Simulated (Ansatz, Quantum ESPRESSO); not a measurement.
# Lu (P6_3/mmc): electron–phonon coupling with Quantum ESPRESSO, part 2 of 3

Each step names its level of theory.

So far, highest frequency, solved or plainly interpolated (cm⁻¹): step 3 (matrix elements on the k mesh: PseudoDojo files, cutoff …) 120. The relaxed cell has a = 3.505, c = 5.463 Å (conventional setting).

## 4. Ground state with pw.x

ph.x needs a tightly converged ground state on the same k mesh; the cell is that of the step before.

This step: DFT PBE, scalar-relativistic, plane waves, PseudoDojo norm-conserving pseudopotentials (Quantum ESPRESSO 7.5).

Contents of pw.in:

```
 &control
    calculation='scf',
    prefix='x',
    outdir='./tmp',
    pseudo_dir='./pseudo',
    tprnfor=.true.,
    tstress=.true.,
 /
 &system
    ibrav=4,
    celldm(1)=6.62304,
    celldm(3)=1.5587441,
    nat=2,
    ntyp=1,
    ecutwfc=100.0,
    ecutrho=400.0,
    occupations='smearing',
    smearing='fd',
    degauss=0.00734986,
    nbnd=36,
 /
 &electrons
    conv_thr=1.0d-11,
    mixing_beta=0.5,
 /
ATOMIC_SPECIES
 Lu    174.9668  Lu.upf
ATOMIC_POSITIONS crystal
 Lu     0.333333333   0.666666667   0.250000000
 Lu     0.666666667   0.333333333   0.750000000
K_POINTS automatic
 8 8 4 0 0 0
```

On the command line:

```sh
$ OMP_NUM_THREADS=1 mpirun -n 4 pw.x -nk 4 -in pw.in > pw.x.log
```

The log of the run:

```text
Program PWSCF v.7.5

     This program is part of the open-source Quantum ESPRESSO suite
     for quantum simulation of materials; please cite
         "P. Giannozzi et al., J. Phys.:Condens. Matter 21 395502 (2009);
         "P. Giannozzi et al., J. Phys.:Condens. Matter 29 465901 (2017);
         "P. Giannozzi et al., J. Chem. Phys. 152 154105 (2020);
     in publications or presentations arising from this work. More details at

     G-vector sticks info
     --------------------
     sticks:   dense  smooth     PW     G-vecs:    dense   smooth      PW
     Sum        1213    1213    349                52913    52913    8063

     Using Slab Decomposition

     bravais-lattice index     =            4
     lattice parameter (alat)  =       6.6230  a.u.
     unit-cell volume          =     392.1729 (a.u.)^3
     number of atoms/cell      =            2
     number of atomic types    =            1
     number of electrons       =        50.00
     number of Kohn-Sham states=           36
     kinetic-energy cutoff     =     100.0000  Ry
     charge density cutoff     =     400.0000  Ry
     scf convergence threshold =      1.0E-11
     mixing beta               =       0.5000
     number of iterations used =            8  plain     mixing
     Exchange-correlation= PBE
                           (   1   4   3   4   0   0   0)

     celldm(1)=   6.623040  celldm(2)=   0.000000  celldm(3)=   1.558744
     celldm(4)=   0.000000  celldm(5)=   0.000000  celldm(6)=   0.000000

     crystal axes: (cart. coord. in units of alat)
               a(1) = (   1.000000   0.000000   0.000000 )
               a(2) = (  -0.500000   0.866025   0.000000 )
               a(3) = (   0.000000   0.000000   1.558744 )

     reciprocal axes: (cart. coord. in units 2 pi/alat)
               b(1) = (  1.000000  0.577350 -0.000000 )
               b(2) = (  0.000000  1.154701  0.000000 )
               b(3) = (  0.000000 -0.000000  0.641542 )

     PseudoPot. # 1 for Lu read from file:
     ./pseudo/Lu.upf
     Pseudo is Norm-conserving + core correction, Zval = 25.0
     Using radial grid of 2032 points,  8 beta functions with:
                l(1) =   0
                l(2) =   0
                l(3) =   1
                l(4) =   1
                l(5) =   2
                l(6) =   2
                l(7) =   3
                l(8) =   3

     atomic species   valence    mass     pseudopotential
     Lu               25.00   174.96680     Lu( 1.00)

     24 Sym. Ops., with inversion, found (12 have fractional translation)

   Cartesian axes

     site n.     atom                  positions (alat units)
         1        Lu     tau(   1) = (  -0.0000000   0.5773503   0.3896860  )
         2        Lu     tau(   2) = (   0.5000000   0.2886751   1.1690581  )

     number of k points=    30  Fermi-Dirac smearing, width (Ry)=  0.0073
                       cart. coord. in units 2pi/alat
        k(    1) = (   0.0000000   0.0000000   0.0000000), wk =   0.0078125
        k(    2) = (   0.0000000   0.0000000   0.1603855), wk =   0.0156250
        k(    3) = (   0.0000000   0.0000000  -0.3207711), wk =   0.0078125
        k(    4) = (   0.0000000   0.1443376   0.0000000), wk =   0.0468750
        k(    5) = (   0.0000000   0.1443376   0.1603855), wk =   0.0937500
        k(    6) = (   0.0000000   0.1443376  -0.3207711), wk =   0.0468750
        k(    7) = (   0.0000000   0.2886751   0.0000000), wk =   0.0468750
        k(    8) = (   0.0000000   0.2886751   0.1603855), wk =   0.0937500
        k(    9) = (   0.0000000   0.2886751  -0.3207711), wk =   0.0468750
        k(   10) = (   0.0000000   0.4330127   0.0000000), wk =   0.0468750
        k(   11) = (   0.0000000   0.4330127   0.1603855), wk =   0.0937500
        k(   12) = (   0.0000000   0.4330127  -0.3207711), wk =   0.0468750
        k(   13) = (   0.0000000  -0.5773503   0.0000000), wk =   0.0234375
        k(   14) = (   0.0000000  -0.5773503   0.1603855), wk =   0.0468750
        k(   15) = (   0.0000000  -0.5773503  -0.3207711), wk =   0.0234375
        k(   16) = (   0.1250000   0.2165064   0.0000000), wk =   0.0468750
[...]
k(   23) = (   0.1250000   0.5051815   0.1603855), wk =   0.1875000
        k(   24) = (   0.1250000   0.5051815  -0.3207711), wk =   0.0937500
        k(   25) = (   0.2500000   0.4330127   0.0000000), wk =   0.0468750
        k(   26) = (   0.2500000   0.4330127   0.1603855), wk =   0.0937500
        k(   27) = (   0.2500000   0.4330127  -0.3207711), wk =   0.0468750
        k(   28) = (   0.2500000   0.5773503   0.0000000), wk =   0.0468750
        k(   29) = (   0.2500000   0.5773503   0.1603855), wk =   0.0937500
        k(   30) = (   0.2500000   0.5773503  -0.3207711), wk =   0.0468750

     Dense  grid:    52913 G-vectors     FFT dimensions: (  45,  45,  72)

     Initial potential from superposition of free atoms

     starting charge      49.9918, renormalised to      50.0000
     Starting wfcs are   34 randomized atomic wfcs +    2 random wfcs

     per-process dynamical memory:    66.8 Mb

     Self-consistent Calculation

     iteration #  1     ecut=   100.00 Ry     beta= 0.50
     Davidson diagonalization with overlap
     ethr =  1.00E-02,  avg # of iterations =  3.3

     Threshold (ethr) on eigenvalues was too large:
     Diagonalizing with lowered threshold

     Davidson diagonalization with overlap
     ethr =  5.34E-05,  avg # of iterations =  4.5

     total energy              =    -985.94525926 Ry
     estimated scf accuracy    <       0.02985018 Ry

     iteration #  2     ecut=   100.00 Ry     beta= 0.50
     Davidson diagonalization with overlap
     ethr =  5.97E-05,  avg # of iterations =  2.0

     total energy              =    -985.95095330 Ry
     estimated scf accuracy    <       0.00257569 Ry

     iteration #  3     ecut=   100.00 Ry     beta= 0.50
     Davidson diagonalization with overlap
     ethr =  5.15E-06,  avg # of iterations =  1.3

     total energy              =    -985.95100104 Ry
     estimated scf accuracy    <       0.00053882 Ry

     iteration #  4     ecut=   100.00 Ry     beta= 0.50
     Davidson diagonalization with overlap
     ethr =  1.08E-06,  avg # of iterations =  2.7

     total energy              =    -985.95106073 Ry
     estimated scf accuracy    <       0.00005071 Ry

     iteration #  5     ecut=   100.00 Ry     beta= 0.50
     Davidson diagonalization with overlap
     ethr =  1.01E-07,  avg # of iterations =  1.6

     total energy              =    -985.95103977 Ry
     estimated scf accuracy    <       0.00003055 Ry

[...]
ethr =  2.56E-08,  avg # of iterations =  1.3

     total energy              =    -985.95105077 Ry
     estimated scf accuracy    <       0.00000249 Ry

     iteration #  8     ecut=   100.00 Ry     beta= 0.50
     Davidson diagonalization with overlap
     ethr =  4.97E-09,  avg # of iterations =  2.0

     total energy              =    -985.95105131 Ry
     estimated scf accuracy    <       0.00000002 Ry

     iteration #  9     ecut=   100.00 Ry     beta= 0.50
     Davidson diagonalization with overlap
     ethr =  4.29E-11,  avg # of iterations =  3.0

     total energy              =    -985.95105132 Ry
     estimated scf accuracy    <          5.5E-10 Ry

     iteration # 10     ecut=   100.00 Ry     beta= 0.50
     Davidson diagonalization with overlap
     ethr =  1.11E-12,  avg # of iterations =  3.0

     total energy              =    -985.95105132 Ry
     estimated scf accuracy    <          5.8E-10 Ry

     iteration # 11     ecut=   100.00 Ry     beta= 0.50
     Davidson diagonalization with overlap
     ethr =  1.11E-12,  avg # of iterations =  1.0

     total energy              =    -985.95105132 Ry
     estimated scf accuracy    <          1.5E-10 Ry

     iteration # 12     ecut=   100.00 Ry     beta= 0.50
     Davidson diagonalization with overlap
     ethr =  2.99E-13,  avg # of iterations =  2.0

     End of self-consistent calculation

          k = 0.0000 0.0000 0.0000 (  6669 PWs)   bands (ev):

   -41.5321 -41.4959 -12.4611 -12.0299 -12.0299 -11.9440 -11.9440 -11.9124
     8.6735   9.8579   9.8687   9.8776   9.8991   9.8991   9.9046   9.9046
     9.9165   9.9165   9.9245   9.9493   9.9493   9.9696   9.9739  12.3194
    15.3872  16.8967  16.8967  17.3459  17.6415  17.6415  18.1446  18.1446
    20.4656  20.4656  22.6744  24.7770

          k = 0.0000 0.0000 0.1604 (  6621 PWs)   bands (ev):

   -41.5268 -41.5012 -12.3845 -12.0174 -12.0174 -11.9968 -11.9567 -11.9567
     9.1317   9.8509   9.8679   9.8827   9.8827   9.8855   9.8992   9.8992
     9.9211   9.9315   9.9315   9.9592   9.9592   9.9702   9.9733  11.7375
    15.3623  16.7185  16.7185  16.8807  17.2765  17.2765  18.8439  18.8439
    20.6017  20.6017  24.1225  24.2894

          k = 0.0000 0.0000-0.3208 (  6632 PWs)   bands (ev):

   -41.5140 -41.5140 -12.1945 -12.1945 -11.9871 -11.9871 -11.9871 -11.9871
     9.8528   9.8528   9.8821   9.8821   9.8821   9.8821   9.9072   9.9072
     9.9557   9.9557   9.9557   9.9557   9.9717   9.9717  10.3474  10.3474
    15.9402  15.9402  16.7974  16.7974  16.7974  16.7974  20.0404  20.0404
    20.0404  20.0404  24.7174  24.7174

          k = 0.0000 0.1443 0.0000 (  6669 PWs)   bands (ev):

   -41.5285 -41.4948 -12.4365 -12.0775 -12.0464 -11.9942 -11.9504 -11.9249
     9.0401   9.8608   9.8775   9.8854   9.8937   9.8970   9.9022   9.9037
     9.9191   9.9203   9.9302   9.9427   9.9450   9.9606   9.9666  12.6893
    15.1251  16.1602  17.1853  17.2521  17.6792  17.7983  17.8704  17.9806
    20.7501  21.1790  22.7608  25.7191

          k = 0.0000 0.1443 0.1604 (  6646 PWs)   bands (ev):

[...]
20.7324  20.8915  23.9921  25.2305

          k = 0.0000 0.1443-0.3208 (  6624 PWs)   bands (ev):

[...]
20.0374  20.0374  25.3421  25.3421

          k = 0.0000 0.2887 0.0000 (  6642 PWs)   bands (ev):

[...]
21.1823  22.4049  22.5418  25.6133

          k = 0.0000 0.2887 0.1604 (  6633 PWs)   bands (ev):

[...]
20.8995  21.4943  23.1982  26.4399

          k = 0.0000 0.2887-0.3208 (  6622 PWs)   bands (ev):

[...]
20.1257  20.1257  24.9718  24.9718

          k = 0.0000 0.4330 0.0000 (  6612 PWs)   bands (ev):

[...]
21.4334  21.8236  23.5769  23.8464

          k = 0.0000 0.4330 0.1604 (  6620 PWs)   bands (ev):

[...]
21.0795  21.8472  22.3502  24.6693

          k = 0.0000 0.4330-0.3208 (  6608 PWs)   bands (ev):

[...]
20.5550  20.5550  23.6706  23.6706

          k = 0.0000-0.5774 0.0000 (  6596 PWs)   bands (ev):

[...]
21.5050  21.8167  22.1669  22.7318

          k = 0.0000-0.5774 0.1604 (  6620 PWs)   bands (ev):

[...]
21.2513  21.4969  22.1164  22.8532

          k = 0.0000-0.5774-0.3208 (  6608 PWs)   bands (ev):

[...]
21.1080  21.1080  22.3664  22.3664

          k = 0.1250 0.2165 0.0000 (  6645 PWs)   bands (ev):

[...]
20.9677  22.2744  22.5732  26.4710

          k = 0.1250 0.2165 0.1604 (  6628 PWs)   bands (ev):

[...]
k = 0.1250 0.2165-0.3208 (  6636 PWs)   bands (ev):

[...]
k = 0.1250 0.3608 0.0000 (  6623 PWs)   bands (ev):

[...]
k = 0.1250 0.3608 0.1604 (  6626 PWs)   bands (ev):

[...]
k = 0.1250 0.3608-0.3208 (  6614 PWs)   bands (ev):

[...]
k = 0.1250 0.5052 0.0000 (  6605 PWs)   bands (ev):

[...]
k = 0.1250 0.5052 0.1604 (  6612 PWs)   bands (ev):

[...]
21.4552  21.6336  22.3326  23.2240

          k = 0.1250 0.5052-0.3208 (  6608 PWs)   bands (ev):

[...]
21.4279  21.4279  22.8819  22.8819

          k = 0.2500 0.4330 0.0000 (  6617 PWs)   bands (ev):

[...]
21.2871  21.7324  22.0106  23.2537

          k = 0.2500 0.4330 0.1604 (  6606 PWs)   bands (ev):

[...]
21.4879  21.5414  22.5698  23.1596

          k = 0.2500 0.4330-0.3208 (  6630 PWs)   bands (ev):

[...]
21.5130  21.5130  23.3548  23.3548

          k = 0.2500 0.5774 0.0000 (  6618 PWs)   bands (ev):

[...]
20.8323  21.0153  22.0376  24.4600

          k = 0.2500 0.5774 0.1604 (  6605 PWs)   bands (ev):

   -41.4983 -41.4948 -12.3377 -12.2967 -12.2428 -12.1306 -12.0746 -12.0327
     9.8793   9.8801   9.8864   9.8867   9.9018   9.9048   9.9136   9.9148
     9.9277   9.9324   9.9357   9.9420   9.9506   9.9507  13.3244  13.8479
    14.2854  14.3282  15.5530  15.7299  17.4260  19.4187  20.2299  20.4000
    20.8554  21.1038  23.2257  24.0691

          k = 0.2500 0.5774-0.3208 (  6626 PWs)   bands (ev):

   -41.4966 -41.4966 -12.3574 -12.3574 -12.1911 -12.1911 -12.0074 -12.0074
     9.8914   9.8914   9.8939   9.8939   9.9036   9.9036   9.9067   9.9067
     9.9239   9.9239   9.9264   9.9264   9.9500   9.9500  13.5957  13.5957
    14.7599  14.7599  15.0618  15.0618  18.0453  18.0453  20.2005  20.2005
    22.1290  22.1290  22.9564  22.9564

     the Fermi energy is    14.7040 ev

!    total energy              =    -985.95105132 Ry
     estimated scf accuracy    <          2.2E-12 Ry
     smearing contrib. (-TS)   =      -0.00769082 Ry
     internal energy E=F+TS    =    -985.94336050 Ry

     The total energy is F=E-TS. E is the sum of the following terms:
     one-electron contribution =    -554.68392967 Ry
     hartree contribution      =     338.39752605 Ry
     xc contribution           =    -148.43141970 Ry
     ewald contribution        =    -621.22553717 Ry

     convergence has been achieved in  12 iterations

     Forces acting on atoms (cartesian axes, Ry/au):

     atom    1 type  1   force =     0.00000000    0.00000000    0.00000000
     atom    2 type  1   force =     0.00000000   -0.00000000    0.00000000

     Total force =     0.000000     Total SCF correction =     0.000000

     Computing stress (Cartesian axis) and pressure

          total   stress  (Ry/bohr**3)                   (kbar)     P=        0.61
   0.00000351  -0.00000000  -0.00000000            0.52       -0.00       -0.00
   0.00000000   0.00000351  -0.00000000            0.00        0.52       -0.00
  -0.00000000  -0.00000000   0.00000551           -0.00       -0.00        0.81

     Writing all to output data dir ./tmp/x.save/ :
     XML data file, charge density, pseudopotentials, collected wavefunctions

   JOB DONE.
```

It took 39 s on 4 MPI ranks of Arm Neoverse V2, shared host; 2.6 min of CPU time.

This step gave:

```
pressure : 0.06167 GPa
```

With these potentials, mesh and smearing the cell is at 0.062 GPa.

(Part 2 of 3 ends here.)

[Logs are printed without paths, hosts, clocks, repeated set-up lines and the standing remarks that a program may print on its own settings, such as how far it seeks lower states.]

[Hosts, paths, dates, database ids (printed as entryN), source tags and the programs' standing remarks are cut or masked in the printed files.]
